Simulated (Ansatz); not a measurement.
# 1T-IrSTe monolayer in a perpendicular field

Wanted: the out-of-plane response of the 1T-IrSTe monolayer. A positive field points along +c.

Method: plane-wave DFT, PBE-D3(BJ), Ansatz PAW, in Ansatz 0.2.0.

This is a report of a sequence of runs, with most program output left out.

## (1) Starting point

The cell holds 3 atoms: 1 Te, 1 Ir and 1 S. Its edges and angles: a = 3.581 Å, b = 3.581 Å, c = 36.582 Å, α = 90.0°, β = 90.0°, γ = 120.0°. Vacuum lies along c.

Structure file:

```cif
data_structure
_symmetry_space_group_name_H-M 'P 1'
_symmetry_Int_Tables_number 1
_cell_length_a 3.5811
_cell_length_b 3.5811
_cell_length_c 36.5816
_cell_angle_alpha 90.000
_cell_angle_beta 90.000
_cell_angle_gamma 120.000
_cell_volume 406.27
loop_
_atom_site_label
_atom_site_type_symbol
_atom_site_fract_x
_atom_site_fract_y
_atom_site_fract_z
_atom_site_occupancy
Te1 Te 0.66667 0.33333 0.46198 1
Ir2 Ir 0.00000 0.00000 0.50812 1
S3 S 0.33333 0.66667 0.53802 1
```

## (2) Relaxing the slab

The starting cell is a guess, so the in-plane lattice and the atoms are relaxed first, with the slab cut off from its images along the normal.

input.yaml reads:

```yaml
crystal:
  lattice:
    - [3.581057, 0.0, 0.0]
    - [-1.7905285, 3.1012863344, 0.0]
    - [0.0, 0.0, 36.58160865]
  atoms:
    - { symbol: Te, position: [0.6666666667, 0.3333333333, 0.4619807773] }
    - { symbol: Ir, position: [0.0, 0.0, 0.5081206246], spin: 1.0 }
    - { symbol: S, position: [0.3333333333, 0.6666666667, 0.5380192227] }
  periodic: [true, true, false]
magnetization:
  spin_polarized: true
kpoints:
  mp_grid: { grid: [12, 12, 1] }
hamiltonian:
  xc: pbe
  dispersion: d3bj
scf:
  occupations: { method: fermi_dirac, width: 0.05 }
  convergence: { dr2_threshold: 1.0e-09 }
relax:
  f_tol: 0.004
  max_steps: 90
  cell: {}
output:
  write_potential: true
  write_density: true
  volumetric_format: npy
```

Run with:

```console
$ ansatz run input.yaml --threads 2 --pin off --max-ram 3072MiB --backend cpu --events-out ev --progress --plain --runs-dir out
```

Run time: 2.9 min. Hardware: 2 threads of Arm Neoverse V2, shared host; peak memory 0.75 GiB; 5.8 min of CPU time.

Step by step:

```tsv
step	energy less that of the first step (eV)	largest force component (eV/Å)	volume (Å³)
1	0.0000	0.6577	406.27
2	-0.0053	0.4711	408.81
3	-0.0368	0.1801	403.18
4	-0.0435	0.2153	398.01
5	-0.0523	0.1065	385.90
6	-0.0532	0.0338	386.09
7	-0.0533	0.0092	386.13
8	-0.0533	0.0042	386.25
9	-0.0533	0.0001	386.19
10*	-0.0525	0.0003	386.19
```

Relaxation steps marked * repeat the geometry before them on a plane-wave basis chosen anew for their cell, so energy and pressure can jump there.

Forces are held to the 6 operations that the run works with; a distortion that breaks them can't arise in this run.

```tsv
cell as run	before	after	change
a (Å)	3.581	3.491	-2.5 %
b (Å)	3.581	3.491	-2.5 %
```

The atoms that moved most (Å, along periodic axes as changes of fractional coordinates times the final cell, across vacuum about the mean position):

```tsv
atom	dx	dy	dz	length
Te1	0.000	0.000	-0.160	0.160
S3	0.000	0.000	0.098	0.098
Ir2	0.000	0.000	0.063	0.063
```

The relaxed structure:

```
Te Ir S
1.0
     3.49145    0.00000    0.00000
    -1.74572    3.02368    0.00000
     0.00000    0.00000   36.58161
Te Ir S
1 1 1
Direct
  0.66667 0.33333 0.45759
  0.00000 0.00000 0.50983
  0.33333 0.66667 0.54070
```

Numbers from this step:

```yaml
energy_at_zero_smearing: -19818.7503 eV
```

The lattice constant a goes from 3.581 to 3.491 Å.

## (3) Single point, field 0

A sawtooth potential applies the field, turning back in the middle of the vacuum. With the dipole correction the typed value is the field outside the slab. The induced dipole is small, so the SCF threshold is tight.

The cell differs from the one that the last finished run ended in (c 36.582 → 21.040 Å).

input.yaml reads:

```yaml
crystal:
  lattice:
    - [3.491445142, 0.0, 0.0]
    - [-1.745722571, 3.0236801889, 0.0]
    - [0.0, 0.0, 21.0399394291]
  atoms:
    - { symbol: Te, position: [0.6666666667, 0.3333333333, 0.4277578854] }
    - { symbol: Ir, position: [0.0, 0.0, 0.5185792068] }
    - { symbol: S, position: [0.3333333333, 0.6666666667, 0.5722421146] }
kpoints:
  mp_grid: { grid: [18, 18, 1] }
  band_path:
    path: [[0, 0, 0], [0.5, 0, 0], [0.33333333, 0.33333333, 0], [0, 0, 0]]
    npoints: 16
hamiltonian:
  xc: pbe
  dispersion: d3bj
scf:
  occupations: { method: fermi_dirac, width: 0.02585 }
  convergence: { dr2_threshold: 1.0e-10 }
efield:
  axis: 3
  dipole_correction: true
  ramp_position: 0.97
  ramp_width: 0.06
  amplitude: 0
output:
  dos: { projected: true, e_range: [-6, 5] }
  write_potential: true
  write_density: true
  volumetric_format: npy
  elf: true
```

Run time: 15 s. Hardware: 2 threads; peak memory 0.55 GiB; 30 s of CPU time.

This step gave:

```
energy at zero smearing        : -19818.7399 eV
work function, upper face      : 5.076 eV
work function, lower face      : 4.333 eV
dipole along the normal        : -0.04337 e·Å
step between the vacuum levels : 0.7434 eV
```

Running mean over a fixed 2.8 Å (it still follows the layers) of the planar mean; the ramp of the sawtooth is left out. Electron's electrostatic potential energy less the Fermi level against z:

```tsv
z (Å)	electron's electrostatic potential energy less the Fermi level (eV)
2.92	4.33
3.36	4.33
3.80	4.33
4.09	4.33
4.53	4.33
4.97	4.33
5.41	4.31
5.84	4.27
6.14	4.19
6.57	3.86
7.01	2.84
7.45	1.72
7.89	0.918
8.33	-0.389
8.62	-1.25
9.06	-2.75
9.50	-4.88
9.94	-6.57
10.37	-8.15
10.67	-8.95
11.10	-9.25
11.54	-8.66
11.98	-6.78
12.42	-3.88
12.71	-1.91
13.15	0.731
13.59	2.80
14.03	4.31
14.46	4.89
14.90	5.03
15.20	5.06
15.63	5.07
16.07	5.07
16.51	5.08
16.95	5.08
17.24	5.08
17.68	5.08
18.12	5.08
```

The density of states has structure finer than the step of the table below, so its rows give means over 0.2 eV, whole bins alone (the curve runs from -6 to 1.99 eV). Peaks (eV: height): -5.42: 8.01, -5.15: 12.7, -4.54: 11.0, -2.66: 8.26, -1.89: 9.06, -1.70: 8.25, 0.64: 9.15.

Density of states against energy, zero at the Fermi level; means over each step:

energy (eV), density of states (states/eV a cell) and a bar:
```
     -5.8        1.1 ####
     -5.6        3.9 ################
     -5.4        5.9 #########################
     -5.2        7.0 ##############################
     -5.0        2.2 #########
     -4.8        0.1 
     -4.6        3.6 ###############
     -4.4        2.5 ###########
     -4.2        0.7 ###
     -4.0        0.4 #
     -3.8        0.5 ##
     -3.6        2.0 ########
     -3.4        2.9 ############
     -3.2        4.6 ###################
     -3.0        2.6 ###########
     -2.8        4.1 #################
     -2.6        3.9 #################
     -2.4        0.7 ###
     -2.2        0.5 ##
     -2.0        1.2 #####
     -1.8        5.4 #######################
     -1.6        1.8 #######
     -1.4        4.0 #################
     -1.2        2.3 #########
     -1.0        1.8 ########
     -0.8        2.2 #########
     -0.6        3.1 #############
     -0.4        1.9 ########
     -0.2        1.3 #####
      0.0        1.1 #####
      0.2        1.1 ####
      0.4        1.3 #####
      0.6        2.6 ###########
      0.8        0.5 ##
      1.0        1.2 #####
      1.2        1.3 #####
      1.4        1.8 #######
      1.6        3.6 ###############
      1.8        0.7 ###
```

Projected DOS per atom over height of the atomic layer and energy from the Fermi level. Layers: Te Ir S from below.

Ten even steps from '_' (0.07 states/eV) to '@' (2.50 states/eV), each cell a mean:
```
..::..
..++--
__::..
......
::....
....__
::::..
::==..
..==__
..##..
::@@::
______
--**..
--**..
**##..
..::..
______
::==--
__....
--##**
--%%##
__..::
```
Columns: height of the atomic layer (Å) from 9 to 12.0 (not evenly spaced); rows upwards: energy from the Fermi level (eV) from -5.96 to 1.96.

The electronic bands at the labelled points (eV, zero at the Fermi level):

```tsv
point	band 17	band 18	band 19	band 20	band 21	band 22	band 23	band 24
Γ	-2.63	-0.39	0.63	0.63	3.20	3.20	3.37	4.50
halfway	-2.77	-1.50	-0.36	0.24	1.54	2.50	4.58	5.18
M	-1.92	-1.71	-1.26	-1.16	1.66	2.36	3.72	5.18
halfway	-3.07	-1.74	-1.47	-0.55	1.07	2.13	4.14	6.45
K	-3.67	-1.73	-1.23	-0.86	0.83	2.42	4.06	6.65
halfway	-2.62	-1.57	-0.93	0.31	1.45	1.87	4.96	5.78
Γ	-2.63	-0.39	0.63	0.63	3.20	3.20	3.37	4.50
```

Valence density in the ca plane at fractional y = 0.000, with atoms of Ir within 0.2 Å of it. It is the smooth field of the valence electrons, not physical close to the nuclei.

Ten steps, logarithmic in the rise over the least value, from '0' (0.0 e/Å³) to '9' (8.8 e/Å³), each cell a mean:
```
00000000000001112358998521000000000000000000
00000000000001222346776421000000000000000000
00000000000012233333444332100000000000000000
00000000000012343322233332100000000000000000
00000000000012343322223332100000000000000000
00000000000012333323333332100000000000000000
00000000000011223335664321100000000000000000
00000000000001122357997421000000000000000000
00000000000000112369998531000000000000000000
```
Columns run along c (16.0 Å, from fractional 0.17 to 0.93 of the cell), rows up along a (3.5 Å). Atoms in or near the plane, at fractional coordinates: Ir at (0.52, 0.00).

Electrostatic potential energy in the ca plane at fractional y = 0.000, with atoms of Ir within 0.2 Å of it. With pseudopotentials it is smooth inside the atoms' cores, unlike the true potential.

Ten even steps from '0' (-43 eV) to '9' (5 eV), each cell a mean:
```
99999999999999999840000589999999999999999999
99999999999999999873014799999999999999999999
99999999999999878887778889999999999999999999
99999999999998766889988888999999999999999999
99999999999998656789998888999999999999999999
99999999999998777888888889999999999999999999
99999999999999888886346899999999999999999999
99999999999999999860001699999999999999999999
99999999999999999840000589999999999999999999
```
Columns run along c (16.0 Å, from fractional 0.17 to 0.93 of the cell; values clipped at the 3rd and 97th percentile), rows up along a (3.5 Å). Atoms in or near the plane, at fractional coordinates: Ir at (0.52, 0.00).

ELF in the ca plane at fractional y = 0.000, with atoms of Ir within 0.2 Å of it. It is the smooth field of the valence electrons, not physical close to the nuclei.

Values, 5 rows by 16 columns, each cell a mean:
```
0.00 0.00 0.00 0.02 0.10 0.23 0.34 0.59 0.40 0.13 0.01 0.00 0.00 0.00 0.00 0.00
0.00 0.00 0.00 0.08 0.46 0.54 0.41 0.29 0.47 0.40 0.09 0.00 0.00 0.00 0.00 0.00
0.00 0.00 0.01 0.14 0.61 0.55 0.43 0.23 0.58 0.60 0.20 0.01 0.00 0.00 0.00 0.00
0.00 0.00 0.00 0.06 0.35 0.48 0.38 0.37 0.40 0.29 0.05 0.00 0.00 0.00 0.00 0.00
0.00 0.00 0.00 0.01 0.05 0.16 0.36 0.58 0.45 0.12 0.01 0.00 0.00 0.00 0.00 0.00
```
Columns run along c (16.0 Å, from fractional 0.17 to 0.93 of the cell), rows up along a (3.5 Å). Atoms in or near the plane, at fractional coordinates: Ir at (0.52, 0.00).

The work function of the upper face is 5.08 eV.

## (4) Atoms held, field 0.1 V/Å

input.yaml: that of step 3 with these lines changed.

```diff
@@ -25,5 +25,4 @@
   ramp_width: 0.06
-  amplitude: 0
+  amplitude: 0.1
 output:
-  dos: { projected: true, e_range: [-6, 5] }
   write_potential: true
@@ -31,2 +30 @@
   volumetric_format: npy
-  elf: true
```

The job ended after 15 s (2 threads; peak memory 0.53 GiB).

The dipole is -0.0118 e·Å, 0.0316 e·Å from its value without field.

## (5) Single point, field -0.1 V/Å

input.yaml: that of step 4 with these lines changed.

```diff
@@ -25,3 +25,3 @@
   ramp_width: 0.06
-  amplitude: 0.1
+  amplitude: -0.1
 output:
```

Wall time 16 s (2 threads); peak memory 0.53 GiB; 32 s of CPU time.

The dipole is -0.0750 e·Å, -0.0316 e·Å from its value without field.

## (6) Response, atoms held

This step: plane-wave DFT, PBE-D3(BJ), Ansatz PAW; response to a field along the normal, atoms held (Ansatz 0.2.0).

The dipoles give the slope, and the difference of two potentials shows where the field is screened.

This step gave:

```
equivalent conductor thickness p/(ε₀AE) : 5.417 Å
distance between the outer atoms        : 3.040 Å
```

Table of dipole of the cell by applied field:

```tsv
applied field (V/Å)	dipole of the cell (e·Å)
-0.1000	-0.0750
0.0000	-0.0434
0.1000	-0.0118
```

Local field over the applied field, running mean. From the potentials at -0.1 and 0.1 V/Å; running mean over 2.5 Å. Table of local field over applied field by z:

```tsv
z (Å)	local field over applied field
4.09	0.999
4.53	0.997
4.97	0.992
5.41	0.979
5.84	0.952
6.28	0.897
6.72	0.798
7.16	0.660
7.60	0.505
8.04	0.350
8.47	0.207
8.91	0.0952
9.35	0.0341
9.79	0.0117
10.23	0.00875
10.81	0.0244
11.25	0.0555
11.69	0.112
12.13	0.211
12.57	0.343
13.00	0.495
13.44	0.646
13.88	0.786
14.32	0.892
14.76	0.952
15.20	0.980
15.63	0.992
16.07	0.997
16.51	0.999
16.95	1.000
```

Electrons, planar mean, per unit field. Induced electron density against z:

```tsv
z (Å)	induced electron density (e/Å³ per V/Å)
4.09	5.5e-6
4.53	1.5e-5
4.97	3.8e-5
5.41	9.6e-5
5.84	2.3e-4
6.28	5.3e-4
6.72	0.00115
7.16	0.00224
7.60	0.00339
8.04	0.00299
8.47	0.00104
8.91	6.9e-4
9.35	3.9e-4
9.79	8.1e-5
10.23	-4.9e-4
10.81	-5.3e-4
11.25	2.5e-4
11.69	-7.7e-4
12.13	-7.6e-4
12.57	-0.00234
13.00	-0.00362
13.44	-0.00253
13.88	-0.00125
14.32	-5.4e-4
14.76	-2.2e-4
15.20	-8.8e-5
15.63	-3.3e-5
16.07	-1.3e-5
16.51	-4.7e-6
16.95	-1.7e-6
```

By hand: between -0.1 and 0.1 V/Å the dipole changes by 0.06321 e·Å, a slope of 0.3161 e·Å²/V. A perfect conductor of thickness t has p = ε₀AEt, so t = 180.95 × 0.3161 / 10.557 = 5.42 Å (e/ε₀ = 180.95 V·Å, A in Å²).

The induced dipole is that of a conductor 5.42 Å thick.

## (7) Outcome

```yaml
gap_without_field: none
work_function_upper_face: 5.08 eV
step_between_the_vacuum_levels: 0.743 eV
equivalent_conductor_thickness_atoms_held: 5.42 Å
```

In words: The induced dipole equals that of a perfect conductor 5.42 Å thick, while the outer atoms lie 3.04 Å apart. The two faces differ: the vacuum level above lies 0.74 eV higher than the one below. There is no gap over 0.03 eV, with or without the field. The first relaxation ran with spin and lost its moment, and the later runs have none; other magnetic states were not tried. Spin-orbit coupling is left out, which matters for the bands of elements this heavy.

[Logs are printed without paths, hosts, clocks, repeated set-up lines and the standing remarks that a program may print on its own settings, such as how far it seeks lower states.]

[Hosts, paths, dates, database ids (printed as entryN), source tags and the programs' standing remarks are cut or masked in the printed files.]

[Maps of the electrostatic potential energy from Ansatz leave out the sawtooth potential of an applied field or a dipole correction, so their vacuum need not be flat; planar profiles and work functions include it.]

[The density of states shown here was stored with 400 of the rows of the run's finer table, so its peaks can read low, often by over a quarter, or be missed, and its means over a window can be off by a tenth or more.]
